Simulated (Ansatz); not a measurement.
# Band edges and screening of capped honeycombs of SiC

How do lattice constant, gap, band edges against the vacuum and out-of-plane screening change with the capping atoms?

Set-up. Ansatz 0.2.0, plane waves with PAW datasets (its set soft_2), PBE with D3(BJ) or D4 dispersion as listed, spin-polarised where a moment is listed. Cell and atoms are relaxed, then single points with 18 Å of vacuum and a dipole correction give the bands along the symmetry path and the vacuum levels; the slope of the dipole p over the fields up to 0.1 V/Å along the normal (atoms held, so electronic screening alone; stronger fields, where run, are left out of the fit) is quoted as p/(ε₀AE), the thickness of a perfect conductor with the same dipole.

What came out:

```tsv
layer	upper / lower face	dispersion	moment (μB a cell)	a (Å)	gap (eV)	ionisation energy (eV)	affinity (eV)	work function (eV)	vacuum step (eV)	outer atoms apart (Å)	equivalent conductor (Å)
H-SiC-H chair	H / H	D3	-	3.11	3.74	6.24	2.49	-	+1.76	3.18	3.41
F-SiC-H chair	F / H	D3	-	3.12	3.50	8.60	5.10	-	+4.29	3.27	3.23
H-SiC-F chair	H / F	D3	-	3.14	2.69	5.18	2.49	-	−2.39	3.51	3.61
F-SiC-F chair	F / F	D3	-	3.15	1.94	7.56	5.62	-	+0.08	3.61	3.42
Cl-SiC-Cl chair	Cl / Cl	D3	-	3.25	2.24	5.60	3.37	-	+0.18	4.42	5.60
```

**Reading.** The rows are sorted by lattice constant, from 3.11 Å (H-SiC-H chair) to 3.25 Å (Cl-SiC-Cl chair). All of the 5 layers have a gap over 0.05 eV, from 1.94 eV (F-SiC-F chair) to 3.74 eV (H-SiC-H chair). The equivalent conductor thickness less the distance between the outer atoms runs from −0.2 to +1.2 Å. Ionisation energies on the upper face run from 5.18 eV (H-SiC-F chair) to 8.60 eV (F-SiC-H chair). Layers without a mirror or inversion between their faces carry a dipole and a step between the vacuum levels, largest in F-SiC-H chair, 4.29 eV.

Caveats: PBE gaps usually lie under quasiparticle gaps, and spin-orbit coupling and excitons are left out. The layers are built from prototypes, and no phonons were run to test their stability; OH-capped layers and open-shell layers run without spin are not listed. Edges and work functions are for the upper face; the vacuum step is the upper vacuum level less the lower. In the names of the capped layers the first cap sits on the first backbone element, on the upper face. The table is a selection: not every member that was run is listed.

[Logs are printed without paths, hosts, clocks, repeated set-up lines and the standing remarks that a program may print on its own settings, such as how far it seeks lower states.]
